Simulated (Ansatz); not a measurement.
# Bi2Se3 (Guanajuatite): band gap by G0W0 on r2SCAN, part 2 of 2

Aim: the quasiparticle gap of Bi2Se3 (Guanajuatite), starting from r2SCAN.

Ansatz 0.2.0; r2SCAN, then G0W0 on it, plane waves, PAW. Known limits of the many-body steps: finite bands, screening cutoff and k mesh; no spin-orbit coupling in G0W0.

So far. Step 2 (Bands along the symmetry lines): Over mesh and path the gap is 1.299 eV, from k = (0.450, 0.000, 0.000) to k = (0.000, 0.000, 0.150). The least direct gap found is 1.312 eV, at k = (0.000, 0.000, 0.200). On the 2×6×2 mesh alone the same run gives 1.334 eV, so that mesh misses an edge of r2SCAN: 1.334 − 1.299 = +0.035 eV. Step 3 (G0W0 on the 2×4×2 mesh): Over all 12 irreducible mesh points the G0W0 gap is 1.510 eV, from k = (-0.500, 0.000, 0.000) to k = Γ.

In doubt: masses and optical values from hybrid runs of this build are listed as unsure (in some of the runs), which bears on the screening that GW takes from such a start.

### Step 4. Spin-orbit coupling in r2SCAN

This run has two-component orbitals with spin-orbit coupling.

This step: DFT, r2SCAN with spin-orbit coupling, plane waves, PAW.

input.yaml

```yaml
crystal:
  lattice:
    - [11.83, 0.0, 0.0]
    - [0.0, 4.09, 0.0]
    - [0.0, 0.0, 11.62]
  atoms:
    - { symbol: Bi, position: [0.5142425949, 0.25, 0.1715036437] }
    - { symbol: Bi, position: [0.9857574051, 0.75, 0.6715036437] }
    - { symbol: Bi, position: [0.0142425949, 0.25, 0.3284963563] }
    - { symbol: Bi, position: [0.4857574051, 0.75, 0.8284963563] }
    - { symbol: Bi, position: [0.6557159474, 0.75, 0.4614282578] }
    - { symbol: Bi, position: [0.8442840526, 0.25, 0.9614282578] }
    - { symbol: Bi, position: [0.1557159474, 0.75, 0.0385717422] }
    - { symbol: Bi, position: [0.3442840526, 0.25, 0.5385717422] }
    - { symbol: Se, position: [0.6258073908, 0.75, 0.0535723304] }
    - { symbol: Se, position: [0.8741926092, 0.25, 0.5535723304] }
    - { symbol: Se, position: [0.1258073908, 0.75, 0.4464276696] }
    - { symbol: Se, position: [0.3741926092, 0.25, 0.9464276696] }
    - { symbol: Se, position: [0.716869522, 0.25, 0.30268878] }
    - { symbol: Se, position: [0.783130478, 0.75, 0.80268878] }
    - { symbol: Se, position: [0.216869522, 0.25, 0.19731122] }
    - { symbol: Se, position: [0.283130478, 0.75, 0.69731122] }
    - { symbol: Se, position: [0.4454920794, 0.75, 0.3672353527] }
    - { symbol: Se, position: [0.0545079206, 0.25, 0.8672353527] }
    - { symbol: Se, position: [0.9454920794, 0.75, 0.1327646473] }
    - { symbol: Se, position: [0.5545079206, 0.25, 0.6327646473] }
kpoints:
  mp_grid: { grid: [2, 6, 2] }
  band_path:
    path:
      - [0.0, 0.0, 0.0]
      - [0.5, 0.0, 0.0]
      - [0.5, 0.5, 0.0]
      - [0.0, 0.5, 0.0]
      - [0.0, 0.0, 0.5]
      - [0.5, 0.0, 0.5]
      - [0.5, 0.5, 0.5]
      - [0.0, 0.5, 0.5]
      - [0.45, 0.0, 0.0]
      - [0.0, 0.0, 0.15]
      - [0.0, 0.0, 0.2]
    npoints: 1
hamiltonian:
  xc: r2scan
scf:
  occupations: { method: fermi_dirac, width: 0.02 }
  n_extra_bands: 20
magnetization:
  noncollinear: true
  spin_orbit: true
output:
  eigenvalues: true
```

Launch:

```sh
> ansatz run input.yaml --threads 16 --pin off --max-ram 82944MiB --backend cuda --events-out ev --progress --plain --runs-dir out --devices 1 --max-vram 78GiB
```

Numbers of over 12 decimals in the logs are rounded to 6 here.

Output:

```text
[...]
GPUs: using 1 of 1 available (devices: 1).
[...]
non-collinear run that drives no moment, with spin-orbit: no starting moment large enough to seed its density (crystal.atoms[].spin), no starting occupations that ask for one, no magnetisation constraint and no magnetic field, so the semilocal B_xc is pinned to zero
[...]
Crystal: 20 atoms, lattice volume = 562.230 Å³
Basis set: ecut = 500 eV, 14299 PW (Γ), exchange–correlation on 360×120×360 points (64 copies of the dense FFT grid, shifted against one another)
Bands: 332, of which v1, the nominal top of the filled ones, is band 312 counted from 1 (311 counted from 0)
Symmetry: 8 space group operations + 8 with time reversal
[...]
k-points: 16 of 24
Projection manifold: j_resolved (fully-relativistic pseudo-atomic orbitals)
[...]
SCF iter   1: F=—  HF=-164723.346540 eV  |F-HF|=—  |Δ(HF+E_count)|=         —  Δρ=2.59e-2  dr2=3.39e0  dr2_τ=9.50e-3  dr2_m=0.00e0 (ungated)  ethr=1.09e-3  |M|=0.00e0 ∫|m|=0.00e0 μB  |m|>n=0.0e0 m-floor=0.0e0 τ_xc=0.0e0  β_m=0.30  ⟨swp⟩=1.2  Hψ=15593  notcnv=0
[...]
spin=Noncollinear: Resta preconditioning applied to the charge; magnetization (m_x, m_y, m_z) channels mix plain (no charge-response kernel on spin).
SCF iter   2: F=—  HF=-164723.387895 eV  |F-HF|=—  |Δ(HF+E_count)|=   4.14e-2  Δρ=1.95e-2  dr2=1.78e0  dr2_τ=5.74e-3  dr2_m=0.00e0 (ungated)  ethr=1.08e-3  |M|=0.00e0 ∫|m|=0.00e0 μB  |m|>n=0.0e0 m-floor=0.0e0 τ_xc=0.0e0  β_m=0.65  ⟨swp⟩=2.0  Hψ=2816  notcnv=0
[...]
SCF iter   4: F=—  HF=-164723.378560 eV  |F-HF|=—  |Δ(HF+E_count)|=   2.46e-2  Δρ=1.10e-3  dr2=1.01e-2  dr2_τ=9.19e-5  dr2_m=0.00e0 (ungated)  ethr=2.41e-5  |M|=0.00e0 ∫|m|=0.00e0 μB  |m|>n=0.0e0 m-floor=0.0e0 τ_xc=0.0e0  β_m=0.73  ⟨swp⟩=2.9  Hψ=5408  notcnv=0
[...]
SCF 1 converged in 10 iterations: F = -164723.378348 eV  dr2 = 2.45e-8
[...]
SCF converged after 10 iterations
[...]
```

Run time: 7.7 s. Hardware: 1 × NVIDIA GB200 (shared by 2 runs) with 16 threads of Arm Neoverse V2, shared host; peak memory 3.9 GiB.

This step gave:

| Property | Result |
| --- | --- |
| gap | 0.8122 eV |
| valence top at | k = (0.450, 0.000, 0.000) |
| conduction bottom at | k = (0.000, 0.000, 0.200) |
| least direct gap | 0.8181 eV |

Over mesh and listed points the gap is 0.812 eV, from k = (0.450, 0.000, 0.000) to k = (0.000, 0.000, 0.200). The least direct gap found is 0.818 eV, at k = (0.000, 0.000, 0.200). On the 2×6×2 mesh alone the same run gives 0.874 eV, so that mesh misses an edge of r2SCAN+SOC: 0.874 − 0.812 = +0.062 eV. r2SCAN+SOC against r2SCAN: 0.812 − 1.299 = −0.487 eV. Mesh, set of files and cutoff are the same, but the conduction bottom lies at another k point, so this need not be the shift of one pair of states. The spin-orbit run sees mesh and listed points alone, so its gap is an upper bound: the coupling can move an edge off these points, and the change over the zone, its sign included where it is small, is not known.

### Step 5. Side by side

Each gap is the least one over the points named; times are wall times on shared hosts, not benchmarks. A G0W0 time includes the run's own self-consistent start. Runs with listed points see these and the mesh alone, so an edge that moves elsewhere is missed. Rows marked * are further runs, not shown as steps, whose inputs differ from the G0W0 step on the same start in the columns given; solver thresholds can differ too.

```tsv
level	mesh	files, cutoff	bands summed, screening	points	gap (eV)	valence top	conduction bottom	least direct gap (eV)	time
r2SCAN	2×6×2	soft_2 PAW, 500 eV	-	mesh and path	1.299	(0.450, 0.000, 0.000)	(0.000, 0.000, 0.150)	1.312	7.2 s
r2SCAN+SOC	2×6×2	soft_2 PAW, 500 eV	-	mesh and listed points	0.812	(0.450, 0.000, 0.000)	(0.000, 0.000, 0.200)	0.818	7.7 s
G0W0@r2SCAN*	2×4×2	hard PAW, 820 eV	935, 70 eV	all 12 irreducible mesh points	1.438	(-0.500, 0.000, 0.000)	Γ	1.548	1.9 min
G0W0@r2SCAN*	2×4×2	hard PAW, 820 eV	1660, 110 eV	all 12 irreducible mesh points	1.475	(-0.500, 0.000, 0.000)	Γ	1.583	3.2 min
G0W0@r2SCAN	2×4×2	hard PAW, 820 eV	3017, 170 eV	all 12 irreducible mesh points	1.510	(-0.500, 0.000, 0.000)	Γ	1.617	12 min
G0W0@r2SCAN*	2×6×2	hard PAW, 820 eV	935, 70 eV	all 16 irreducible mesh points	1.436	(-0.500, 0.000, 0.000)	Γ	1.547	2.7 min
```

### Step 6. What came out

| Item | Value |
| --- | --- |
| r2SCAN gap over mesh and path | 1.299 eV, from k = (0.450, 0.000, 0.000) to k = (0.000, 0.000, 0.150) |
| G0W0@r2SCAN gap over all 12 irreducible mesh points | 1.510 eV, from k = (-0.500, 0.000, 0.000) to k = Γ |
| r2SCAN+SOC gap over mesh and listed points | 0.812 eV |
| GW settings | 2×4×2 mesh, 2829 empty bands, screening to 170 eV, hard PAW files |
| known limits | finite bands, screening cutoff and k mesh; no spin-orbit coupling in G0W0 |

Over all 12 irreducible mesh points the G0W0 gap is 1.510 eV, from k = (-0.500, 0.000, 0.000) to k = Γ. The r2SCAN gap of this run on the mesh is 1.338 eV. The two states that bound the G0W0 gap lie that far apart at the start, so the correction of the gap is 1.510 − 1.338 = +0.172 eV. The valence state moves by 9.332 − 9.640 = −0.308 eV and the conduction state by 10.841 − 10.979 = −0.138 eV, on the run's own scale; with 935 bands the edge states move by +0.096 and +0.195 eV, so the split between the edges depends on the bands and cutoff. Over mesh and path, r2SCAN puts the valence top at k = (0.450, 0.000, 0.000) and conduction bottom at k = (0.000, 0.000, 0.150), where no G0W0 correction was computed. The G0W0 gap over the whole zone is therefore not known from this run; at its settings it can only be equal to or under the 1.510 eV found, and no correction is carried over from another point. For the start itself the gap is 1.299 eV over mesh and path and 1.338 eV on the mesh of the G0W0 run, in runs that differ in mesh (2×6×2 and 2×4×2), files (soft_2 PAW and hard PAW) and plane-wave cutoff (500 eV and 820 eV). From 935 bands and 70 eV to 3017 bands and 170 eV the gap moves by 1.510 − 1.438 = +0.072 eV (rung by rung 1.438, 1.475, 1.510 eV); bands and screening cutoff rise together, so their parts are not told apart. A line in one over the bands through the two highest rungs gives 1.510 + (1.510 − 1.475) × 1660 / (3017 − 1660) = 1.553 eV, and through the pair below 1.475 + (1.475 − 1.438) × 935 / (1660 − 935) = 1.523 eV. From the gaps as printed the two differ by 0.030 eV, at the edge of the 0.030 eV asked, so no limit is taken and it is not known. With the 2×6×2 mesh in place of the 2×4×2 mesh and all else as in the G0W0@r2SCAN row with 935 bands, the gap differs by 1.436 − 1.438 = −0.002 eV, and that of the start by 1.338 − 1.338 = +0.000 eV. G0W0 on other starts in this series, not shown as steps and not all at these settings: 1.576 eV on HSE06 (2×4×2, hard PAW, 1660 bands, 110 eV). r2SCAN+SOC against r2SCAN: 0.812 − 1.299 = −0.487 eV. Mesh, set of files and cutoff are the same, but the conduction bottom lies at another k point, so this need not be the shift of one pair of states. The spin-orbit run sees mesh and listed points alone, so its gap is an upper bound: the coupling can move an edge off these points, and the change over the zone, its sign included where it is small, is not known. What spin-orbit coupling does to the G0W0 levels was not computed, so no sum with the G0W0 gap is formed. The G0W0 runs are scalar-relativistic. G0W0 is shown with one set of atomic data (hard PAW), so the error from the files is not known here.

[Paths, hosts, dates, memory and timing lines, banners, echoed tables and standing remarks are left out of the program output.]

[Logs are printed without paths, hosts, clocks, repeated set-up lines and the standing remarks that a program may print on its own settings, such as how far it seeks lower states.]

[Runs of the session that timed out or met a known fault of the program may be left out.]

[Cells called generated may have been cut or substituted from an entry of the Crystallography Open Database or the Materials Project.]

[Hosts, paths, dates, database ids (printed as entryN), source tags and the programs' standing remarks are cut or masked in the printed files.]

[Where an RPA ε∞ is given, it is that of the G0W0 mesh and is not shown converged in it. Names of k-points follow the symmetry that the program found, which can be lower than the space group named. Band edges on a path are those of the sampled points; other points can move an edge, and change direct to indirect where valleys lie close.]

[Hybrid gaps are those of their k-mesh and are not shown converged in it.]
